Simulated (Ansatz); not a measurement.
# BiB2: relaxing a made-up structure

This structure for BiB2 is made up. Its elements were placed in a known structure type with a cell scaled to their sizes. What cell does the guess relax to, and how far off was it?

Program: Ansatz 0.2.0. Level of theory: DFT, PBE, plane-wave PAW, files of the set soft_1, scalar-relativistic, no spin, cell and ions relaxed at zero pressure; PAW set soft_1, in the first sound run; inputs show where later runs differ. Results are calculated unless marked as measured.

### Step 1. The structure

Symmetry: P6/mmm, No. 191, hexagonal system. Conventional cell: a = 3.649 Å, b = 3.649 Å, c = 3.661 Å, α = 90.00°, β = 90.00°, γ = 120.00°. Nearest to Bi lie 12 B at 2.79 Å. Nearest to B lie 3 B at 2.11 Å and 6 Bi at 2.79 Å. Farther neighbours are not listed.

### Step 2. Relaxation of the guess

The guess takes its coordinates from another compound and its volume from a rule, so the cell and any free coordinates are relaxed together.

File input.yaml:

```yaml
crystal:
  lattice:
    - [3.649, 0.0, 0.0]
    - [-1.8245, 3.160126698, 0.0]
    - [0.0, 0.0, 3.661]
  atoms:
    - { symbol: Bi, position: [0.0, 0.0, 0.0] }
    - { symbol: B, position: [0.666666667, 0.333333333, 0.5] }
    - { symbol: B, position: [0.333333333, 0.666666667, 0.5] }
kpoints:
  mp_grid: { grid: [8, 8, 7] }
scf:
  occupations: { method: fermi_dirac, width: 0.05 }
hamiltonian:
  xc: pbe
  pseudopotentials: { kind: paw, azcp: { folder: soft_1 } }
relax:
  f_tol: 0.015
  max_steps: 70
  cell: {}
output:
  forces: true
  stress: true
```

Launch:

```console
$ ansatz run input.yaml --threads 4 --pin off --max-ram 8192MiB --backend cpu --events-out ev --progress --plain --runs-dir out
```

Numbers of over 12 decimals in the logs are rounded to 6 here.

The program printed:

```text
Engine: ansatz 0.2.0, aarch64-unknown-linux-gnu
Pseudopotentials: kind: paw
Pseudopotential: Bi, paw, valence charge 15, recommended cutoff 420 eV (normal), soft_1/Bi.paw.azcp
Pseudopotential: B, paw, valence charge 3, recommended cutoff 420 eV (normal), soft_1/B.paw.azcp
Functional definition: PBE
  parameter kappa = 0.804
  parameter beta = 0.066725
  exchange = pbe_x(kappa = kappa, mu = beta*pi^2/3)
  correlation = pbe_c(beta = beta)
Crystal: 3 atoms, lattice volume = 42.216 Å³
Basis set: ecut = 420 eV, 829 PW (Γ), exchange–correlation on 50×50×50 points (8 copies of the dense FFT grid, shifted against one another)
Bands: 15, of which v1, the nominal top of the filled ones, is band 11 counted from 1 (10 counted from 0)
Symmetry: 24 space group operations
Space group: P6/mmm (ITA 191), of the structure as read, at distance tolerance 3.5e-5 Å
k-points: 40 of 448
Non-local potential: Bi, projectors of the file, l = 0: 2, l = 1: 2, l = 2: 2, l = 3: 1
Non-local potential: B, projectors of the file, l = 0: 2, l = 1: 2, l = 2: 1
PAW form: soft (Blöchl's): semilocal exchange-correlation on the pseudo side does not see the compensation charge
PAW one-centre angular grid: Bi, 590 points (default); XC on 64 Gauss nodes
PAW one-centre angular grid: B, 110 points (default); XC on 64 Gauss nodes
Initial density: superposition of atomic densities (chi_scale 0.1, normalization cell, long waves kept (reshape's long-wave potential 0.00 eV rms))
Initial wavefunctions: pseudopotential atomic-orbital guess
Functional: x = pbe(κ = 0.804, μ = 0.219515), c = pbe(β = 0.066725)
SCF iter   1: F=—  HF=-12708.099979 eV  |F-HF|=—  |Δ(HF+E_count)|=         —  Δρ=4.86e-2  dr2=2.29e0  ethr=3.10e-3  ⟨swp⟩=5.8  Hψ=3076  notcnv=0
preconditioner: auto → none  [metal: Δε(μ)=0.052 eV  Ē_g=16.857 eV  σ=0.050 eV  W_gap=0.24  n_scr=8 (ndim 8)  ℏωp=26.2 eV  f_vac=0.000  D(μ)=1.43/eV (n_scr^D=8)  sad-step TF]
SCF iter   2: F=—  HF=-12707.792031 eV  |F-HF|=—  |Δ(HF+E_count)|=   3.08e-1  Δρ=3.67e-2  dr2=1.37e0  ethr=3.10e-3  ⟨swp⟩=1.4  Hψ=935  notcnv=0  defer=1
SCF iter   3: F=—  HF=-12707.360997 eV  |F-HF|=—  |Δ(HF+E_count)|=   4.31e-1  Δρ=1.10e-2  dr2=1.24e-1  ethr=3.10e-3  ⟨swp⟩=2.2  Hψ=971  notcnv=0  defer=1
SCF iter   4: F=—  HF=-12707.320577 eV  |F-HF|=—  |Δ(HF+E_count)|=   4.04e-2  Δρ=4.50e-4  dr2=9.52e-5  ethr=5.90e-4  ⟨swp⟩=2.2  Hψ=1064  notcnv=0  defer=3
SCF iter   5: F=—  HF=-12707.320661 eV  |F-HF|=—  |Δ(HF+E_count)|=   8.42e-5  Δρ=1.21e-4  dr2=6.55e-6  ethr=4.53e-7  ⟨swp⟩=2.0  Hψ=1039  notcnv=0  defer=3
SCF iter   6: F=—  HF=-12707.320661 eV  |F-HF|=—  |Δ(HF+E_count)|=   7.63e-7  Δρ=3.15e-5  dr2=1.93e-7  ethr=3.12e-8  ⟨swp⟩=2.0  Hψ=1005  notcnv=0  defer=3
SCF iter   7: F=-12707.320661 eV  HF=-12707.320661 eV  |F-HF|=3.87e-9  |Δ(HF+E_count)|=   1.67e-7  Δρ=8.25e-6  dr2=1.79e-8  ethr=4.76e-10  ⟨swp⟩=4.0  Hψ=1920  notcnv=0
SCF 1 converged in 7 iterations: F = -12707.320661 eV  dr2 = 1.79e-8
  greatest PAW one-centre occupation: 0.989 electrons in one spin orbital (limit 2), on the Bi atom at site 0 (counted from 0), in its partial waves of l = 2
relax step   1: F+E_penalty+E_count = -12707.32066079 eV  Δ(F+E_penalty+E_count) = +0.000e0 eV  max|allowed force component| = 1.850e-16 eV/Å  Δτ_max = 0.0000 Å  P = -3.811 GPa  Ω = 42.216 Å³  (7 SCF iters, dr2 threshold 1.00e-7 eV, accepted)
Crystal: 3 atoms, lattice volume = 41.662 Å³
Basis set: ecut = 420 eV, 811 PW (Γ), exchange–correlation on 50×50×50 points (8 copies of the dense FFT grid, shifted against one another)
Initial density: handed on by an earlier stage of this run
Initial wavefunctions: those handed on with the density
iter 1 solved again at ethr=8.60e-5 eV; its pass at ethr=3.10e-3 eV (dr2=1.81e-2 eV) is discarded
SCF iter   1: F=—  HF=-12707.776543 eV  |F-HF|=—  |Δ(HF+E_count)|=         —  Δρ=5.67e-3  dr2=1.83e-2  ethr=8.60e-5  ⟨swp⟩=1.0  Hψ=4138  notcnv=0
preconditioner: auto → none  [metal: Δε(μ)=0.092 eV  Ē_g=17.770 eV  σ=0.050 eV  W_gap=0.43  n_scr=8 (ndim 8)  ℏωp=26.4 eV  f_vac=0.000  D(μ)=1.33/eV (n_scr^D=8)]
SCF iter   2: F=—  HF=-12707.772052 eV  |F-HF|=—  |Δ(HF+E_count)|=   4.49e-3  Δρ=2.55e-3  dr2=3.32e-3  ethr=8.60e-5  ⟨swp⟩=1.2  Hψ=611  notcnv=0
SCF iter   3: F=—  HF=-12707.771118 eV  |F-HF|=—  |Δ(HF+E_count)|=   9.34e-4  Δρ=1.57e-4  dr2=3.72e-6  ethr=1.58e-5  ⟨swp⟩=2.0  Hψ=738  notcnv=0
SCF iter   4: F=—  HF=-12707.771127 eV  |F-HF|=—  |Δ(HF+E_count)|=   8.46e-6  Δρ=5.17e-5  dr2=3.06e-7  ethr=1.77e-8  ⟨swp⟩=2.0  Hψ=1015  notcnv=0
iter 5 did not close the SCF: its close was put off for the readings that it lacked (scf_convergence_deferred on its scf_iter line)
SCF iter   5: F=-12707.771127 eV  HF=-12707.771127 eV  |F-HF|=1.25e-8  |Δ(HF+E_count)|=   6.54e-7  Δρ=1.11e-5  dr2=2.02e-8  ethr=1.46e-9  ⟨swp⟩=2.1  Hψ=994  notcnv=0
SCF iter   6: F=-12707.771127 eV  HF=-12707.771127 eV  |F-HF|=2.62e-10  |Δ(HF+E_count)|=   1.89e-8  Δρ=1.46e-6  dr2=4.83e-10  ethr=9.60e-11  ⟨swp⟩=1.1  Hψ=1780  notcnv=0
SCF 2 converged in 6 iterations: F = -12707.771127 eV  dr2 = 4.83e-10
relax step   2: F+E_penalty+E_count = -12707.77112744 eV  Δ(F+E_penalty+E_count) = -4.505e-1 eV  max|allowed force component| = 7.401e-17 eV/Å  Δτ_max = 0.0000 Å  P = -3.102 GPa  Ω = 41.662 Å³  energy of the carried Pulay correction = +2.569e-4 eV  (6 SCF iters, dr2 threshold 3.00e-7 eV, accepted)
Crystal: 3 atoms, lattice volume = 40.290 Å³
Basis set: ecut = 420 eV, 793 PW (Γ), exchange–correlation on 50×50×50 points (8 copies of the dense FFT grid, shifted against one another)
iter 1 solved again at ethr=2.19e-4 eV; its pass at ethr=3.10e-3 eV (dr2=4.60e-2 eV) is discarded
SCF iter   1: F=—  HF=-12708.286283 eV  |F-HF|=—  |Δ(HF+E_count)|=         —  Δρ=1.00e-2  dr2=4.64e-2  ethr=2.19e-4  ⟨swp⟩=1.0  Hψ=4186  notcnv=0
preconditioner: auto → none  [insulator: Δε(μ)=0.322 eV  Ē_g=18.017 eV  σ=0.050 eV  W_gap=0.59  n_scr=8 (ndim 8)  ℏωp=26.8 eV  f_vac=0.000  D(μ)=0.98/eV (n_scr^D=2)  ε∞_Penn≈3.2]
SCF iter   2: F=—  HF=-12708.274884 eV  |F-HF|=—  |Δ(HF+E_count)|=   1.14e-2  Δρ=4.57e-3  dr2=8.68e-3  ethr=2.19e-4  ⟨swp⟩=2.0  Hψ=770  notcnv=0
SCF iter   3: F=—  HF=-12708.272472 eV  |F-HF|=—  |Δ(HF+E_count)|=   2.41e-3  Δρ=2.34e-4  dr2=8.66e-6  ethr=4.13e-5  ⟨swp⟩=2.0  Hψ=830  notcnv=0
SCF iter   4: F=—  HF=-12708.272486 eV  |F-HF|=—  |Δ(HF+E_count)|=   1.41e-5  Δρ=5.44e-5  dr2=4.07e-7  ethr=4.13e-8  ⟨swp⟩=2.3  Hψ=1009  notcnv=0
iter 5 did not close the SCF: its close was put off for the readings that it lacked (scf_convergence_deferred on its scf_iter line)
[...]
relax step   5: F+E_penalty+E_count = -12708.73206000 eV  Δ(F+E_penalty+E_count) = -1.457e-1 eV  max|allowed force component| = 7.401e-17 eV/Å  Δτ_max = 0.0000 Å  P = +1.362 GPa  Ω = 40.122 Å³  energy of the carried Pulay correction = +9.859e-4 eV  (6 SCF iters, dr2 threshold 3.00e-7 eV, accepted)
relax step   6: F+E_penalty+E_count = -12708.79882867 eV  Δ(F+E_penalty+E_count) = -6.677e-2 eV  max|allowed force component| = 7.401e-17 eV/Å  Δτ_max = 0.0000 Å  P = -0.213 GPa  Ω = 40.940 Å³  energy of the carried Pulay correction = +5.594e-4 eV  (6 SCF iters, dr2 threshold 3.00e-7 eV, accepted)
relax step   7: F+E_penalty+E_count = -12708.81638630 eV  Δ(F+E_penalty+E_count) = -1.756e-2 eV  max|allowed force component| = 1.665e-16 eV/Å  Δτ_max = 0.0000 Å  P = -0.957 GPa  Ω = 41.576 Å³  energy of the carried Pulay correction = +2.324e-4 eV  (6 SCF iters, dr2 threshold 3.00e-7 eV, accepted)
relax step   8: F+E_penalty+E_count = -12708.81679391 eV  Δ(F+E_penalty+E_count) = -4.076e-4 eV  max|allowed force component| = 1.449e-16 eV/Å  Δτ_max = 0.0000 Å  P = +0.837 GPa  Ω = 41.054 Å³  energy of the carried Pulay correction = +4.919e-4 eV  (6 SCF iters, dr2 threshold 3.00e-7 eV, accepted)
relax step   9: F+E_penalty+E_count = -12708.81740448 eV  Δ(F+E_penalty+E_count) = -6.106e-4 eV  max|allowed force component| = 2.467e-16 eV/Å  Δτ_max = 0.0000 Å  P = +0.012 GPa  Ω = 41.254 Å³  energy of the carried Pulay correction = +3.929e-4 eV  (6 SCF iters, dr2 threshold 3.00e-7 eV, accepted)
relax step  10: F+E_penalty+E_count = -12708.81745815 eV  Δ(F+E_penalty+E_count) = -5.367e-5 eV  max|allowed force component| = 6.476e-17 eV/Å  Δτ_max = 0.0000 Å  P = +0.004 GPa  Ω = 41.280 Å³  energy of the carried Pulay correction = +3.795e-4 eV  (6 SCF iters, dr2 threshold 1.77e-7 eV, accepted)
relax step  11: F+E_penalty+E_count = -12708.85574173 eV  Δ(F+E_penalty+E_count) = -3.828e-2 eV  max|allowed force component| = 7.401e-17 eV/Å  Δτ_max = 0.0000 Å  P = +0.953 GPa  Ω = 41.280 Å³  stress off target by 2.77e0 GPa  SCF on the basis re-selected at this cell (its energy is not comparable with the rows above)  (6 SCF iters)
relax step  12: F+E_penalty+E_count = -12708.86179158 eV  Δ(F+E_penalty+E_count) = -6.050e-3 eV  max|allowed force component| = 1.018e-16 eV/Å  Δτ_max = 0.0000 Å  P = +0.266 GPa  Ω = 41.731 Å³  energy of the carried Pulay correction = -2.002e-4 eV  (6 SCF iters, dr2 threshold 3.00e-7 eV, accepted)
relax step  13: F+E_penalty+E_count = -12708.86291442 eV  Δ(F+E_penalty+E_count) = -1.123e-3 eV  max|allowed force component| = 3.392e-17 eV/Å  Δτ_max = 0.0000 Å  P = -0.076 GPa  Ω = 42.032 Å³  energy of the carried Pulay correction = -3.290e-4 eV  (6 SCF iters, dr2 threshold 3.00e-7 eV, accepted)
relax step  14: F+E_penalty+E_count = -12708.86300912 eV  Δ(F+E_penalty+E_count) = -9.470e-5 eV  max|allowed force component| = 7.093e-17 eV/Å  Δτ_max = 0.0000 Å  P = +0.002 GPa  Ω = 41.970 Å³  energy of the carried Pulay correction = -3.026e-4 eV  (6 SCF iters, dr2 threshold 2.04e-7 eV, accepted)
iter 1 solved again at ethr=6.21e-8 eV; its pass at ethr=3.10e-3 eV (dr2=1.30e-5 eV) is discarded
SCF iter   1: F=—  HF=-12708.863364 eV  |F-HF|=—  |Δ(HF+E_count)|=         —  Δρ=1.08e-4  dr2=1.65e-7  ethr=6.21e-8  ⟨swp⟩=3.2  Hψ=5304  notcnv=0
preconditioner: auto → none  [metal: Δε(μ)=0.053 eV  Ē_g=18.156 eV  σ=0.050 eV  W_gap=0.24  n_scr=8 (ndim 8)  ℏωp=26.3 eV  f_vac=0.000  D(μ)=1.57/eV (n_scr^D=8)]
SCF iter   2: F=—  HF=-12708.863378 eV  |F-HF|=—  |Δ(HF+E_count)|=   1.39e-5  Δρ=5.42e-5  dr2=3.71e-8  ethr=7.85e-10  ⟨swp⟩=2.2  Hψ=892  notcnv=0
SCF iter   3: F=—  HF=-12708.863383 eV  |F-HF|=—  |Δ(HF+E_count)|=   5.12e-6  Δρ=4.08e-6  dr2=9.56e-10  ethr=1.77e-10  ⟨swp⟩=2.0  Hψ=813  notcnv=0
iter 4 did not close the SCF: its close was put off for the readings that it lacked (scf_convergence_deferred on its scf_iter line)
SCF iter   4: F=-12708.863383 eV  HF=-12708.863383 eV  |F-HF|=5.46e-12  |Δ(HF+E_count)|=   2.69e-8  Δρ=1.88e-7  dr2=5.85e-12  ethr=4.55e-12  ⟨swp⟩=2.9  Hψ=1064  notcnv=0
iter 5 did not close the SCF: its close was put off for the readings that it lacked (scf_convergence_deferred on its scf_iter line)
SCF iter   5: F=-12708.863383 eV  HF=-12708.863383 eV  |F-HF|=1.82e-12  |Δ(HF+E_count)|=  1.09e-11  Δρ=4.99e-8  dr2=4.24e-13  ethr=1.00e-12  ⟨swp⟩=1.0  Hψ=600  notcnv=0
iter 6 did not close the SCF: its close was put off for the readings that it lacked (scf_convergence_deferred on its scf_iter line)
SCF iter   6: F=-12708.863383 eV  HF=-12708.863383 eV  |F-HF|=0.00e0  |Δ(HF+E_count)|=    0.00e0  Δρ=5.65e-9  dr2=1.82e-14  ethr=1.00e-12  ⟨swp⟩=1.0  Hψ=600  notcnv=0
iter 7 did not close the SCF: its close was put off for the readings that it lacked (scf_convergence_deferred on its scf_iter line)
SCF iter   7: F=-12708.863383 eV  HF=-12708.863383 eV  |F-HF|=1.82e-12  |Δ(HF+E_count)|=  1.82e-12  Δρ=1.43e-9  dr2=1.28e-15  ethr=1.00e-12  ⟨swp⟩=1.0  Hψ=600  notcnv=0
SCF iter   8: F=-12708.863383 eV  HF=-12708.863383 eV  |F-HF|=3.64e-12  |Δ(HF+E_count)|=    0.00e0  Δρ=2.57e-10  dr2=1.16e-17  ethr=1.00e-12  ⟨swp⟩=2.0  Hψ=1585  notcnv=0
SCF 15 converged in 8 iterations: F = -12708.863383 eV  dr2 = 1.16e-17
relax step  15: F+E_penalty+E_count = -12708.86338268 eV  Δ(F+E_penalty+E_count) = -3.736e-4 eV  max|allowed force component| = 1.018e-16 eV/Å  Δτ_max = 0.0000 Å  P = +0.012 GPa  Ω = 41.970 Å³  stress off target by 4.49e-2 GPa  SCF on the basis re-selected at this cell (its energy is not comparable with the rows above)  (8 SCF iters)
basis re-selected at this cell: Δ(F+E_penalty+E_count) = -3.736e-4 eV, ΔP = +0.010 GPa vs the last step (what re-selecting the basis moved, of the pressure what is left beyond the Pulay correction that the steps carried, after the strain that the cell walked since its last selection, with what the two solves' SCF thresholds leave and, on support functions, any second-order correction that the steps lacked; it is no m [...]
SCF converged after 8 iterations
Free energy (F): -12708.863383 eV
Harris-Foulkes:  -12708.863383 eV  (|F-HF|=3.64e-12)
Internal energy: -12708.851324 eV  (E = F + TS)
E sigma→0 (E₀):  -12708.857354 eV
Entropy (-TS):   -0.012058 eV (-4.019 meV/atom)
Fermi energy:    12.303591 eV
--- Per-component energies (eV) ---
  E_band       = -36.004183
  E_kinetic    = 344.209005
  E_local      = -1214.334556  (includes V_loc(G=0)·N_el)
  E_nonlocal   = 426.663248
  E_hartree    = 455.806193
  E_xc         = -216.149648
  E_vxc        = -206.808515  (∫ρ·V_xc dr)
  E_paw        = -10818.011677  (= ΣΔE_a)
  E_vpaw       = -297.345967  (= ΣTr[D̂ρ^β])
  E_aug_tail   = 0.000216  (compensation charges beyond the density's cutoff)
  E_ewald      = -1687.034105
  E_smearing   = -0.012058  (= −TS)
  E_closure    = 0.000000  (closes the sum)
  Σ components = -12708.863383   (vs F -12708.863383, Δ=0.00e0)
--- Forces (eV/Å), atoms counted from 1 ---
  atom   1  Bi    -0.00000000    -0.00000000     0.00000000
  atom   2  B      0.00000000     0.00000000     0.00000000
  atom   3  B      0.00000000    -0.00000000     0.00000000
  max |Σ_I F_I| component: 5.55e-17 eV/Å
--- Stress (GPa, compression-positive) ---
       -0.004546       0.000000       0.000000
        0.000000      -0.004546       0.000000
        0.000000       0.000000       0.044947
  P = ⅓ Tr σ = 0.0120 GPa (0.120 kbar)
--- Relaxed structure (13 steps of the walk, 13 accepted, 2 SCFs on fresh bases) ---
  F+E_penalty+E_count = -12708.86338268 eV   max|allowed force component| = 1.018e-16 eV/Å   (the final SCF, on the basis selected at the relaxed cell)
  cell:  # Å, volume = 41.9701 Å³
    - [3.188617, 0, 0.0]
    - [-1.594309, 2.761423, 0.0]
    - [0.0, 0.0, 4.766552]
  atoms:
    - { symbol: Bi, position: [0, 0, 0.0] }
    - { symbol: B, position: [0.666667, 0.333333, 0.5] }
    - { symbol: B, position: [0.333333, 0.666667, 0.5] }
```

It took 5.3 s on 4 threads of Arm Neoverse V2, shared host; peak memory 0.32 GiB.

Relaxation path:

```csv
step,energy less that of the first step (eV),largest force component (eV/Å),pressure (GPa),volume (Å³)
1,0.0000,0.0000,-3.81,42.22
2,-0.4505,0.0000,-3.10,41.66
3,-0.9518,0.0000,-0.40,40.29
4,-1.2657,0.0000,1.48,39.78
5,-1.4114,0.0000,1.36,40.12
6,-1.4782,0.0000,-0.21,40.94
7,-1.4957,0.0000,-0.96,41.58
8,-1.4961,0.0000,0.84,41.05
9,-1.4967,0.0000,0.01,41.25
10,-1.4968,0.0000,0.00,41.28
11*,-1.5351,0.0000,0.95,41.28
12,-1.5411,0.0000,0.27,41.73
13,-1.5423,0.0000,-0.08,42.03
14,-1.5423,0.0000,0.00,41.97
15*,-1.5427,0.0000,0.01,41.97
```

Relaxation steps marked * repeat the geometry before them on a plane-wave basis chosen anew for their cell, so energy and pressure can jump there.

Forces are held to the 24 operations that the run works with; a distortion that breaks them can't arise in this run.

```
     cell as run  before  after   change
           a (Å)   3.649  3.189  -12.6 %
           b (Å)   3.649  3.189  -12.6 %
           c (Å)   3.661  4.767  +30.2 %
volume (Å³/atom)   14.07  13.99   -0.6 %
```

The relaxed structure:

```
Bi B
1.0
     3.18862    0.00000    0.00000
    -1.59431    2.76142    0.00000
     0.00000    0.00000    4.76655
Bi B
1 2
Direct
  0.00000 0.00000 0.00000
  0.66667 0.33333 0.50000
  0.33333 0.66667 0.50000
```

This step gave:

- free energy: -12708.8634 eV
- energy at zero smearing: -12708.8574 eV
- smearing term TS: 0.01206 eV
- Fermi energy: 12.30 eV
- electrons: 21
- symmetry operations: 24
- pressure: 0.01195 GPa

The shortest distance of each pair, which need not be the same contact before and after:

```csv
pair,guess (Å),relaxed (Å)
B–B,2.107,1.841
B–Bi,2.791,3.011
Bi–Bi,3.649,3.189
```

The relaxation ends with a pressure of 0.01 GPa.

(Part 1 of 2 ends here.)

[Logs are printed without paths, hosts, clocks, repeated set-up lines and the standing remarks that a program may print on its own settings, such as how far it seeks lower states.]

[Hosts, paths, dates, database ids (printed as entryN), source tags and the programs' standing remarks are cut or masked in the printed files.]
